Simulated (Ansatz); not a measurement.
**Lattice dynamics of HfRu (Pm-3m)**

Wanted: phonon frequencies of HfRu (Pm-3m) and what follows from them.

Main program and level: Ansatz 0.2.0; DFT PBEsol, scalar-relativistic, plane waves, PAW; PAW set soft_1.

## (1) Set-up

It takes space group Pm-3m (No. 221, cubic). The conventional cell has a = 3.233 Å, b = 3.233 Å, c = 3.233 Å, α = 90.00°, β = 90.00°, γ = 90.00°. Nearest to Hf lie 8 Ru at 2.80 Å. Nearest to Ru lie 8 Hf at 2.80 Å. Farther neighbours are not listed.

## (2) Relaxation

The cell and atoms are relaxed, since residual forces and stress would shift the frequencies.

input.yaml reads:

```yaml
crystal:
  lattice:
    - [3.233, 0.0, 0.0]
    - [0.0, 3.233, 0.0]
    - [0.0, 0.0, 3.233]
  atoms:
    - { symbol: Hf, position: [0.0, 0.0, 0.0] }
    - { symbol: Ru, position: [0.5, 0.5, 0.5] }
kpoints:
  mp_grid: { grid: [14, 14, 14] }
hamiltonian:
  xc: pbesol
  pseudopotentials: { kind: paw, azcp: { folder: soft_1 }, xc_functional: pbe }
scf:
  occupations: { method: gaussian, width: 0.1 }
output:
  forces: true
  stress: true
  eigenvalues: true
  write_density: true
  write_potential: true
  elf: true
  volumetric_format: npy
relax:
  adjacent_minimum: "off"
  f_tol: 0.005
  max_steps: 80
  cell: { stress_tol: 0.05 }
```

The run is started by

```bash
$ ansatz run input.yaml --threads 4 --pin off --max-ram 10240MiB --backend cpu --events-out ev --progress --plain --runs-dir out
```

Numbers of over 12 decimals in the logs are rounded to 6 here.

The log of the run:

```text
Engine: ansatz 0.2.0, aarch64-unknown-linux-gnu
Pseudopotentials: kind: paw
Pseudopotential: Hf, paw, valence charge 26, recommended cutoff 420 eV (normal), soft_1/Hf.paw.azcp
Pseudopotential: Ru, paw, valence charge 16, recommended cutoff 420 eV (normal), soft_1/Ru.paw.azcp
Functional definition: PBEsol
  exchange = pbesol_x
  correlation = pbesol_c
Crystal: 2 atoms, lattice volume = 33.792 Å³
Basis set: ecut = 420 eV, 691 PW (Γ), exchange–correlation on 48×48×48 points (8 copies of the dense FFT grid, shifted against one another)
Bands: 26, of which v1, the nominal top of the filled ones, is band 21 counted from 1 (20 counted from 0)
Symmetry: 48 space group operations
Space group: Pm-3m (ITA 221), of the structure as read, at distance tolerance 3.2e-5 Å
k-points: 120 of 2744
Non-local potential: Hf, projectors of the file, l = 0: 3, l = 1: 2, l = 2: 2, l = 3: 3
Non-local potential: Ru, projectors of the file, l = 0: 3, l = 1: 2, l = 2: 2, l = 3: 1
PAW form: soft (Blöchl's): semilocal exchange-correlation on the pseudo side does not see the compensation charge
PAW frozen core: Hf, regenerated for the run's functional, and the local potential with it (the file was generated under x = pbe(κ = 0.804, μ = 0.219515), c = pbe(β = 0.066725))
PAW frozen core: Ru, regenerated for the run's functional, and the local potential with it (the file was generated under x = pbe(κ = 0.804, μ = 0.219515), c = pbe(β = 0.066725))
PAW one-centre angular grid: Hf, 590 points (default); XC on 64 Gauss nodes
PAW one-centre angular grid: Ru, 590 points (default); XC on 64 Gauss nodes
Initial density: superposition of atomic densities (chi_scale 0.1, normalization cell, long waves kept (reshape's long-wave potential 0.00 eV rms))
Initial wavefunctions: pseudopotential atomic-orbital guess
Functional: x = pbesol(κ = 0.804, μ = 0.123457), c = pbesol(β = 0.046)
SCF iter   1: F=—  HF=-21424.170337 eV  |F-HF|=—  |Δ(HF+E_count)|=         —  Δρ=3.09e-1  dr2=5.75e1  ethr=3.10e-3  ⟨swp⟩=5.3  Hψ=12189  notcnv=0
preconditioner: auto → Kerker (q_TF=auto, 2.829 Å⁻¹)  [metal: Δε(μ)=0.028 eV  Ē_g=16.728 eV  σ=0.100 eV  W_gap=0.16  n_scr=18 (ndim 8)  ℏωp=36.1 eV  f_vac=0.000  D(μ)=0.99/eV (n_scr^D=6)]
SCF iter   2: F=—  HF=-21418.860479 eV  |F-HF|=—  |Δ(HF+E_count)|=    5.31e0  Δρ=1.63e-1  dr2=1.64e1  ethr=3.10e-3  ⟨swp⟩=2.1  Hψ=6891  notcnv=0  defer=93
SCF iter   3: F=—  HF=-21416.977990 eV  |F-HF|=—  |Δ(HF+E_count)|=    1.88e0  Δρ=2.59e-2  dr2=2.31e-1  ethr=3.10e-3  ⟨swp⟩=3.0  Hψ=6788  notcnv=0  defer=94
SCF iter   4: F=—  HF=-21416.882380 eV  |F-HF|=—  |Δ(HF+E_count)|=   9.56e-2  Δρ=1.48e-2  dr2=6.16e-2  ethr=5.49e-4  ⟨swp⟩=2.2  Hψ=7013  notcnv=0  defer=88
SCF iter   5: F=—  HF=-21416.860014 eV  |F-HF|=—  |Δ(HF+E_count)|=   2.24e-2  Δρ=6.68e-3  dr2=2.48e-2  ethr=1.47e-4  ⟨swp⟩=2.0  Hψ=5781  notcnv=0  defer=88
SCF iter   6: F=—  HF=-21416.857655 eV  |F-HF|=—  |Δ(HF+E_count)|=   2.36e-3  Δρ=1.79e-3  dr2=1.53e-3  ethr=5.90e-5  ⟨swp⟩=1.8  Hψ=3156  notcnv=0  defer=88
SCF iter   7: F=—  HF=-21416.857284 eV  |F-HF|=—  |Δ(HF+E_count)|=   3.71e-4  Δρ=2.92e-4  dr2=3.02e-5  ethr=3.65e-6  ⟨swp⟩=2.0  Hψ=4777  notcnv=0  defer=88
SCF iter   8: F=—  HF=-21416.857259 eV  |F-HF|=—  |Δ(HF+E_count)|=   2.52e-5  Δρ=8.59e-5  dr2=2.34e-6  ethr=7.20e-8  ⟨swp⟩=2.0  Hψ=5161  notcnv=0  defer=88
SCF iter   9: F=—  HF=-21416.857258 eV  |F-HF|=—  |Δ(HF+E_count)|=   1.24e-6  Δρ=1.75e-5  dr2=8.19e-8  ethr=2.38e-10  ⟨swp⟩=11.7  Hψ=25716  notcnv=0
SCF iter  10: F=-21416.857258 eV  HF=-21416.857258 eV  |F-HF|=6.74e-9  |Δ(HF+E_count)|=   2.08e-9  Δρ=4.40e-6  dr2=8.19e-9  ethr=1.95e-10  ⟨swp⟩=8.2  Hψ=20184  notcnv=0
the search or the solves at the SCF's close seem to have found levels that the self-consistency loop had missed (the run counts 1). By its estimate they hold under 1e-12 electrons; where the run keeps them, the occupations were computed again with them
SCF 1 converged in 10 iterations: F = -21416.857258 eV  dr2 = 8.19e-9
  greatest PAW one-centre occupation: 1.000 electrons in one spin orbital (limit 2), on the Ru atom at site 1 (counted from 0), in its partial waves of l = 0
relax step   1: F+E_penalty+E_count = -21416.85725758 eV  Δ(F+E_penalty+E_count) = +0.000e0 eV  max|allowed force component| = 2.386e-29 eV/Å  Δτ_max = 0.0000 Å  P = -4.547 GPa  Ω = 33.792 Å³  (10 SCF iters, dr2 threshold 1.00e-7 eV, accepted)
Crystal: 2 atoms, lattice volume = 31.326 Å³
Basis set: ecut = 420 eV, 619 PW (Γ), exchange–correlation on 48×48×48 points (8 copies of the dense FFT grid, shifted against one another)
Initial density: handed on by an earlier stage of this run
Initial wavefunctions: those handed on with the density
iter 1 solved again at ethr=7.07e-4 eV; its pass at ethr=3.10e-3 eV (dr2=2.97e-1 eV) is discarded
SCF iter   1: F=—  HF=-21416.847056 eV  |F-HF|=—  |Δ(HF+E_count)|=         —  Δρ=2.25e-2  dr2=2.97e-1  ethr=7.07e-4  ⟨swp⟩=1.0  Hψ=16420  notcnv=0
preconditioner: auto → Kerker (q_TF=auto, 2.865 Å⁻¹)  [metal: Δε(μ)=0.040 eV  Ē_g=15.174 eV  σ=0.100 eV  W_gap=0.22  n_scr=18 (ndim 8)  ℏωp=37.5 eV  f_vac=0.000  D(μ)=0.38/eV (n_scr^D=0)]
SCF iter   2: F=—  HF=-21416.818828 eV  |F-HF|=—  |Δ(HF+E_count)|=   2.82e-2  Δρ=1.20e-2  dr2=9.07e-2  ethr=7.06e-4  ⟨swp⟩=1.0  Hψ=3122  notcnv=0
SCF iter   3: F=—  HF=-21416.806003 eV  |F-HF|=—  |Δ(HF+E_count)|=   1.28e-2  Δρ=2.06e-3  dr2=2.04e-3  ethr=2.16e-4  ⟨swp⟩=1.2  Hψ=3160  notcnv=0
SCF iter   4: F=—  HF=-21416.805687 eV  |F-HF|=—  |Δ(HF+E_count)|=   3.16e-4  Δρ=1.30e-3  dr2=2.72e-4  ethr=4.87e-6  ⟨swp⟩=2.0  Hψ=5543  notcnv=0
SCF iter   5: F=—  HF=-21416.805316 eV  |F-HF|=—  |Δ(HF+E_count)|=   3.71e-4  Δρ=4.14e-4  dr2=3.60e-5  ethr=6.48e-7  ⟨swp⟩=2.9  Hψ=5220  notcnv=0
SCF iter   6: F=—  HF=-21416.805308 eV  |F-HF|=—  |Δ(HF+E_count)|=   7.98e-6  Δρ=7.13e-5  dr2=9.44e-7  ethr=8.57e-8  ⟨swp⟩=2.4  Hψ=5451  notcnv=0
SCF iter   7: F=—  HF=-21416.805307 eV  |F-HF|=—  |Δ(HF+E_count)|=   8.31e-7  Δρ=1.42e-5  dr2=3.94e-8  ethr=4.76e-10  ⟨swp⟩=11.9  Hψ=29187  notcnv=0
SCF iter   8: F=-21416.805307 eV  HF=-21416.805307 eV  |F-HF|=8.61e-9  |Δ(HF+E_count)|=   2.47e-8  Δρ=5.15e-6  dr2=5.40e-9  ethr=9.37e-11  ⟨swp⟩=7.7  Hψ=18904  notcnv=0
SCF 2 converged in 8 iterations: F = -21416.805307 eV  dr2 = 5.40e-9
relax step   2: F+E_penalty+E_count = -21416.80530671 eV  Δ(F+E_penalty+E_count) = +5.195e-2 eV  max|allowed force component| = 5.101e-29 eV/Å  Δτ_max = 0.0000 Å  P = +12.664 GPa  Ω = 31.326 Å³  energy of the carried Pulay correction = +1.948e-3 eV  (8 SCF iters, dr2 threshold 2.00e-7 eV, rejected (line search))
Crystal: 2 atoms, lattice volume = 33.104 Å³
iter 1 solved again at ethr=4.84e-4 eV; its pass at ethr=3.10e-3 eV (dr2=2.03e-1 eV) is discarded
SCF iter   1: F=—  HF=-21416.894771 eV  |F-HF|=—  |Δ(HF+E_count)|=         —  Δρ=1.80e-2  dr2=2.03e-1  ethr=4.84e-4  ⟨swp⟩=1.0  Hψ=15835  notcnv=0
preconditioner: auto → Kerker (q_TF=auto, 2.839 Å⁻¹)  [metal: Δε(μ)=0.083 eV  Ē_g=14.878 eV  σ=0.100 eV  W_gap=0.44  n_scr=18 (ndim 8)  ℏωp=36.5 eV  f_vac=0.000  D(μ)=0.47/eV (n_scr^D=0)]
SCF iter   2: F=—  HF=-21416.876702 eV  |F-HF|=—  |Δ(HF+E_count)|=   1.81e-2  Δρ=9.22e-3  dr2=5.82e-2  ethr=4.83e-4  ⟨swp⟩=1.0  Hψ=3120  notcnv=0
SCF iter   3: F=—  HF=-21416.868987 eV  |F-HF|=—  |Δ(HF+E_count)|=   7.71e-3  Δρ=1.63e-3  dr2=1.59e-3  ethr=1.39e-4  ⟨swp⟩=1.1  Hψ=3146  notcnv=0
SCF iter   4: F=—  HF=-21416.868834 eV  |F-HF|=—  |Δ(HF+E_count)|=   1.53e-4  Δρ=1.02e-3  dr2=1.63e-4  ethr=3.79e-6  ⟨swp⟩=2.0  Hψ=5484  notcnv=0
SCF iter   5: F=—  HF=-21416.868557 eV  |F-HF|=—  |Δ(HF+E_count)|=   2.77e-4  Δρ=3.21e-4  dr2=1.94e-5  ethr=3.88e-7  ⟨swp⟩=3.0  Hψ=5299  notcnv=0
SCF iter   6: F=—  HF=-21416.868550 eV  |F-HF|=—  |Δ(HF+E_count)|=   6.93e-6  Δρ=3.64e-5  dr2=3.08e-7  ethr=4.62e-8  ⟨swp⟩=2.0  Hψ=5059  notcnv=0
SCF iter   7: F=—  HF=-21416.868552 eV  |F-HF|=—  |Δ(HF+E_count)|=   1.40e-6  Δρ=1.07e-5  dr2=2.25e-8  ethr=7.34e-10  ⟨swp⟩=3.1  Hψ=6086  notcnv=0
SCF iter   8: F=—  HF=-21416.868552 eV  |F-HF|=—  |Δ(HF+E_count)|=   5.87e-9  Δρ=3.04e-6  dr2=2.92e-9  ethr=5.35e-11  ⟨swp⟩=2.3  Hψ=5580  notcnv=0
SCF iter   9: F=—  HF=-21416.868552 eV  |F-HF|=—  |Δ(HF+E_count)|=  4.51e-10  Δρ=7.35e-7  dr2=2.02e-10  ethr=6.96e-12  ⟨swp⟩=2.2  Hψ=5070  notcnv=0
SCF iter  10: F=-21416.868552 eV  HF=-21416.868552 eV  |F-HF|=0.00e0  |Δ(HF+E_count)|=  5.09e-11  Δρ=1.31e-7  dr2=4.55e-12  ethr=1.00e-12  ⟨swp⟩=6.4  Hψ=16229  notcnv=0
SCF 3 converged in 10 iterations: F = -21416.868552 eV  dr2 = 4.55e-12
relax step   3: F+E_penalty+E_count = -21416.86855186 eV  Δ(F+E_penalty+E_count) = -1.129e-2 eV  max|allowed force component| = 8.875e-30 eV/Å  Δτ_max = 0.0000 Å  P = -0.391 GPa  Ω = 33.104 Å³  energy of the carried Pulay correction = +5.292e-4 eV  (10 SCF iters, accepted)
[...]
relax step   4: F+E_penalty+E_count = -21416.86867587 eV  Δ(F+E_penalty+E_count) = -1.240e-4 eV  max|allowed force component| = 1.282e-30 eV/Å  Δτ_max = 0.0000 Å  P = +0.014 GPa  Ω = 33.041 Å³  energy of the carried Pulay correction = +5.785e-4 eV  (6 SCF iters, dr2 threshold 2.00e-7 eV, accepted)
Initial wavefunctions: pseudopotential atomic-orbital guess (no wavefunctions were taken with the density)
iter 1 solved again at ethr=8.44e-9 eV; its pass at ethr=3.10e-3 eV (dr2=3.54e-6 eV) is discarded
SCF iter   1: F=—  HF=-21416.868142 eV  |F-HF|=—  |Δ(HF+E_count)|=         —  Δρ=3.46e-5  dr2=6.30e-8  ethr=8.44e-9  ⟨swp⟩=4.2  Hψ=23888  notcnv=0
preconditioner: auto → Kerker (q_TF=auto, 2.840 Å⁻¹)  [metal: Δε(μ)=0.015 eV  Ē_g=14.940 eV  σ=0.100 eV  W_gap=0.09  n_scr=18 (ndim 8)  ℏωp=36.5 eV  f_vac=0.000  D(μ)=0.58/eV (n_scr^D=0)]
SCF iter   2: F=—  HF=-21416.868124 eV  |F-HF|=—  |Δ(HF+E_count)|=   1.75e-5  Δρ=2.62e-5  dr2=1.10e-7  ethr=1.50e-10  ⟨swp⟩=3.1  Hψ=6490  notcnv=0
SCF iter   3: F=—  HF=-21416.868124 eV  |F-HF|=—  |Δ(HF+E_count)|=   1.86e-8  Δρ=1.41e-5  dr2=2.47e-8  ethr=1.50e-10  ⟨swp⟩=2.1  Hψ=5067  notcnv=0
SCF iter   4: F=—  HF=-21416.868124 eV  |F-HF|=—  |Δ(HF+E_count)|=   2.56e-9  Δρ=2.02e-6  dr2=7.31e-10  ethr=5.89e-11  ⟨swp⟩=2.6  Hψ=5107  notcnv=0
SCF iter   5: F=—  HF=-21416.868124 eV  |F-HF|=—  |Δ(HF+E_count)|=  1.35e-10  Δρ=3.45e-7  dr2=1.31e-11  ethr=1.74e-12  ⟨swp⟩=2.1  Hψ=5401  notcnv=0
SCF iter   6: F=-21416.868124 eV  HF=-21416.868124 eV  |F-HF|=3.64e-12  |Δ(HF+E_count)|=  7.28e-12  Δρ=7.44e-8  dr2=7.75e-13  ethr=1.00e-12  ⟨swp⟩=6.8  Hψ=16467  notcnv=0
SCF 5 converged in 6 iterations: F = -21416.868124 eV  dr2 = 7.75e-13
relax step   5: F+E_penalty+E_count = -21416.86812445 eV  Δ(F+E_penalty+E_count) = +5.514e-4 eV  max|allowed force component| = 8.546e-30 eV/Å  Δτ_max = 0.0000 Å  P = +0.005 GPa  Ω = 33.041 Å³  stress off target by 5.19e-3 GPa  SCF on the basis re-selected at this cell (its energy is not comparable with the rows above)  (6 SCF iters)
basis re-selected at this cell: Δ(F+E_penalty+E_count) = +5.514e-4 eV, ΔP = -0.009 GPa vs the last step (what re-selecting the basis moved, of the pressure what is left beyond the Pulay correction that the steps carried, after the strain that the cell walked since its last selection, with what the two solves' SCF thresholds leave and, on support functions, any second-order correction that the steps lacked; it is no m [...]
SCF converged after 6 iterations
Free energy (F): -21416.868124 eV
Harris-Foulkes:  -21416.868124 eV  (|F-HF|=3.64e-12)
Internal energy: -21416.865219 eV  (E = F + TS)
E sigma→0 (E₀):  -21416.866672 eV
Entropy (-TS):   -0.002905 eV (-1.453 meV/atom)
Fermi energy:    21.967073 eV
--- Per-component energies (eV) ---
  E_band       = 12.221998
  E_kinetic    = 871.807517
  E_local      = -7260.306685  (includes V_loc(G=0)·N_el)
  E_nonlocal   = 483.208156
  E_hartree    = 3370.711982
  E_xc         = -435.039273
  E_vxc        = -470.830601  (∫ρ·V_xc dr)
  E_paw        = -11018.440646  (= ΣΔE_a)
  E_vpaw       = -353.081086  (= ΣTr[D̂ρ^β])
  E_aug_tail   = 0.000738  (compensation charges beyond the density's cutoff)
  E_ewald      = -7430.311362
  E_core_change = 1.504353  (= ΣΔE_core)
  E_smearing   = -0.002905  (= −TS)
  E_closure    = 0.000000  (closes the sum)
  Σ components = -21416.868124   (vs F -21416.868124, Δ=0.00e0)
--- Forces (eV/Å), atoms counted from 1 ---
  atom   1  Hf     0.00000000     0.00000000     0.00000000
  atom   2  Ru    -0.00000000    -0.00000000     0.00000000
  max |Σ_I F_I| component: 1.24e-29 eV/Å
--- Stress (GPa, compression-positive) ---
        0.005190      -0.000000       0.000000
       -0.000000       0.005190      -0.000000
        0.000000      -0.000000       0.005190
  P = ⅓ Tr σ = 0.0052 GPa (0.052 kbar)
--- Band table (eV; the first three rows and the last of 120) ---
  k-point 0: bands = [... 17 lower, 16.8295, 20.2520, 20.2520, 20.2520, 24.0541, 24.0541, 27.7413, 27.7413, ... 1 higher]
  k-point 1: bands = [... 17 lower, 16.9158, 20.2395, 20.2395, 20.2840, 23.9212, 24.0985, 27.2279, 27.2279, ... 1 higher]
  k-point 2: bands = [... 17 lower, 17.1589, 20.2074, 20.2074, 20.3764, 23.5479, 24.2084, 26.2837, 26.2837, ... 1 higher]
  k-point 119: bands = [... 17 lower, 18.9136, 20.0441, 20.0441, 20.0441, 22.0253, 22.0253, 28.3556, 28.3556, ... 1 higher]
--- Relaxed structure (4 steps of the walk, 3 accepted, 1 SCFs on fresh bases) ---
  F+E_penalty+E_count = -21416.86812445 eV   max|allowed force component| = 8.546e-30 eV/Å   (the final SCF, on the basis selected at the relaxed cell)
  cell:  # Å, volume = 33.0405 Å³
    - [3.208847, 0, 0.0]
    - [0, 3.208847, 0]
    - [0, 0, 3.208847]
  atoms:
    - { symbol: Hf, position: [0, 0, 0] }
    - { symbol: Ru, position: [0.5, 0.5, 0.5] }
```

Run time: 11 s. Hardware: 4 threads of Arm Neoverse V1, shared host; peak memory 0.43 GiB; 39 s of CPU time.

The steps of the relaxation:

```
step  energy less that of the first step (eV)  largest force component (eV/Å)  pressure (GPa)  volume (Å³)
   1                                   0.0000                          0.0000           -4.55        33.79
   2                                   0.0520                          0.0000           12.66        31.33
   3                                  -0.0113                          0.0000           -0.39        33.10
   4                                  -0.0114                          0.0000            0.01        33.04
  5*                                  -0.0109                          0.0000            0.01        33.04
```

Relaxation steps marked * repeat the geometry before them on a plane-wave basis chosen anew for their cell, so energy and pressure can jump there. Relaxation step 2 was tried and not accepted.

Forces are held to the 48 operations that the run works with; a distortion that breaks them can't arise in this run.

```
conventional cell, symmetrised  before  after  change
                         a (Å)   3.233  3.209  -0.7 %
                         b (Å)   3.233  3.209  -0.7 %
                         c (Å)   3.233  3.209  -0.7 %
              volume (Å³/atom)   16.90  16.52  -2.2 %
```

Final coordinates:

```xyz
2
Lattice="3.2088 0.0000 0.0000 0.0000 3.2088 0.0000 0.0000 0.0000 3.2088" Properties=species:S:1:pos:R:3 pbc="T T T"
Hf    0.0000    0.0000    0.0000
Ru    1.6044    1.6044    1.6044
```

This step gave:

```yaml
pressure: 0.005190 GPa
volume_per_atom: 16.52 Å³
gap_on_the_k_mesh: 0 eV
```

Valence density in the ac plane at fractional y = 0.000, with atoms of Hf within 0.2 Å of it. It is the smooth field of the valence electrons, not physical close to the nuclei.

Values in e/Å³, 14 rows by 14 columns, each cell a mean:
```
41 28 11  3  1  0  0  0  0  0  1  4 13 31
17 12  5  2  1  0  0  0  0  0  1  2  6 13
 5  3  2  1  0  0  0  0  0  0  0  1  2  4
 1  1  1  0  0  0  0  0  0  0  0  0  1  1
 0  0  0  0  0  0  0  0  0  0  0  0  0  0
 0  0  0  0  0  0  0  0  0  0  0  0  0  0
 0  0  0  0  0  0  0  0  0  0  0  0  0  0
 0  0  0  0  0  0  0  0  0  0  0  0  0  0
 0  0  0  0  0  0  0  0  0  0  0  0  0  0
 1  1  0  0  0  0  0  0  0  0  0  0  1  1
 4  3  1  1  0  0  0  0  0  0  0  1  2  3
14 10  4  1  0  0  0  0  0  0  1  2  5 11
37 25 10  3  1  0  0  0  0  0  1  3 12 28
55 37 14  4  1  0  0  0  0  0  1  5 17 41
```
Columns run along a (3.2 Å), rows up along c (3.2 Å). Atoms in or near the plane, at fractional coordinates: Hf at (0.00, 0.00).

ELF in the ac plane at fractional y = 0.000, with atoms of Hf within 0.2 Å of it. It is the smooth field of the valence electrons, not physical close to the nuclei.

Values, 14 rows by 14 columns, each cell a mean:
```
0.85 0.85 0.80 0.61 0.28 0.12 0.18 0.23 0.16 0.13 0.34 0.65 0.81 0.85
0.83 0.80 0.71 0.48 0.21 0.15 0.25 0.31 0.23 0.14 0.26 0.53 0.73 0.81
0.68 0.63 0.50 0.30 0.17 0.21 0.34 0.39 0.32 0.19 0.18 0.33 0.53 0.65
0.37 0.33 0.24 0.17 0.20 0.32 0.42 0.45 0.41 0.29 0.18 0.18 0.26 0.34
0.13 0.13 0.15 0.20 0.31 0.41 0.45 0.46 0.45 0.39 0.29 0.19 0.14 0.13
0.14 0.17 0.24 0.34 0.42 0.45 0.45 0.45 0.46 0.45 0.41 0.32 0.23 0.16
0.21 0.24 0.32 0.41 0.46 0.46 0.45 0.44 0.45 0.46 0.45 0.39 0.31 0.23
0.16 0.19 0.26 0.36 0.43 0.46 0.45 0.45 0.45 0.45 0.42 0.34 0.25 0.18
0.11 0.12 0.15 0.23 0.34 0.43 0.46 0.46 0.45 0.41 0.32 0.21 0.15 0.12
0.31 0.27 0.20 0.16 0.21 0.34 0.43 0.46 0.42 0.31 0.20 0.17 0.21 0.28
0.65 0.59 0.46 0.27 0.16 0.23 0.36 0.41 0.34 0.20 0.17 0.30 0.48 0.61
0.82 0.79 0.69 0.46 0.20 0.15 0.26 0.32 0.24 0.15 0.24 0.50 0.71 0.80
0.85 0.85 0.79 0.59 0.27 0.12 0.19 0.24 0.17 0.13 0.33 0.63 0.80 0.85
0.85 0.85 0.82 0.65 0.31 0.11 0.16 0.21 0.14 0.13 0.37 0.68 0.83 0.85
```
Columns run along a (3.2 Å), rows up along c (3.2 Å). Atoms in or near the plane, at fractional coordinates: Hf at (0.00, 0.00).

Electrostatic potential energy in the ac plane at fractional y = 0.000, with atoms of Hf within 0.2 Å of it. With pseudopotentials it is smooth inside the atoms' cores, unlike the true potential.

Ten even steps from '0' (-13 eV) to '9' (24 eV):
```
43101478998741013
11002578998752001
00014689999864100
11246789999876421
44567899999987654
77788999999998877
88899999999999988
99999999999999999
99999999999999999
88899999999999988
77788999999998877
44567899999987654
11246789999876421
00014689999864100
11002578998752001
43101478998741013
54101478998741014
```
Columns run along a (3.2 Å; values clipped at the 3rd and 97th percentile), rows up along c (3.2 Å). Atoms in or near the plane, at fractional coordinates: Hf at (0.00, 0.00).

In this step the volume went from 16.90 to 16.52 Å³/atom.

## (3) Tight relaxation

Phonons need a cell at rest on their own settings, so the relaxation is repeated with tight tolerances on forces and stress on the k mesh and occupations of the first response run.

input.yaml reads:

```yaml
crystal:
  lattice:
    - [3.2088468528, 0.0, 0.0]
    - [0.0, 3.2088468528, 0.0]
    - [0.0, 0.0, 3.2088468528]
  atoms:
    - { symbol: Hf, position: [0.0, 0.0, 0.0] }
    - { symbol: Ru, position: [0.5, 0.5, 0.5] }
kpoints:
  mp_grid: { grid: [16, 16, 16] }
hamiltonian:
  xc: pbesol
  pseudopotentials: { kind: paw, azcp: { folder: soft_1 }, xc_functional: pbe }
scf:
  occupations: { method: methfessel_paxton, width: 0.2 }
output:
  forces: true
  stress: true
  eigenvalues: true
relax:
  adjacent_minimum: "off"
  f_tol: 0.001
  max_steps: 60
  cell: { stress_tol: 0.01 }
```

The log of the run:

```text
[...]
Crystal: 2 atoms, lattice volume = 33.041 Å³
Basis set: ecut = 420 eV, 619 PW (Γ), exchange–correlation on 48×48×48 points (8 copies of the dense FFT grid, shifted against one another)
Bands: 26, of which v1, the nominal top of the filled ones, is band 21 counted from 1 (20 counted from 0)
Symmetry: 48 space group operations
[...]
k-points: 165 of 4096
[...]
k-point 164: bands = [... 17 lower, 18.9179, 20.0501, 20.0501, 20.0501, 22.0291, 22.0291, 28.3648, 28.3648, ... 1 higher]
--- Relaxed structure (3 steps of the walk, 2 accepted, 1 SCFs on fresh bases) ---
[...]
cell:  # Å, volume = 33.0328 Å³
    - [3.208598, 0, 0.0]
    - [0, 3.208598, 0.0]
    - [0.0, 0.0, 3.208598]
  atoms:
    - { symbol: Hf, position: [0, 0, 0] }
    - { symbol: Ru, position: [0.5, 0.5, 0.5] }
[key lines of the parts left out:]
SCF converged after 5 iterations
Free energy (F): -21416.867424 eV
Fermi energy:    21.943792 eV
P = ⅓ Tr σ = -0.0003 GPa (-0.003 kbar)
```

Elapsed: 10 s, on 4 threads; peak memory 0.45 GiB; 38 s of CPU time.

Little changed from the start: no atom moved by 0.005 Å and no cell edge by 0.1 %.

Numbers from this step:

```
pressure : -2.60e-4 GPa
```

The forces vanish by symmetry and the pressure is 0.000 GPa, within the tolerances set. The cell now holds 16.52 Å³/atom.

(Part 1 of 3 ends here.)

[Logs are printed without paths, hosts, clocks, repeated set-up lines and the standing remarks that a program may print on its own settings, such as how far it seeks lower states.]

[Hosts, paths, dates, database ids (printed as entryN), source tags and the programs' standing remarks are cut or masked in the printed files.]
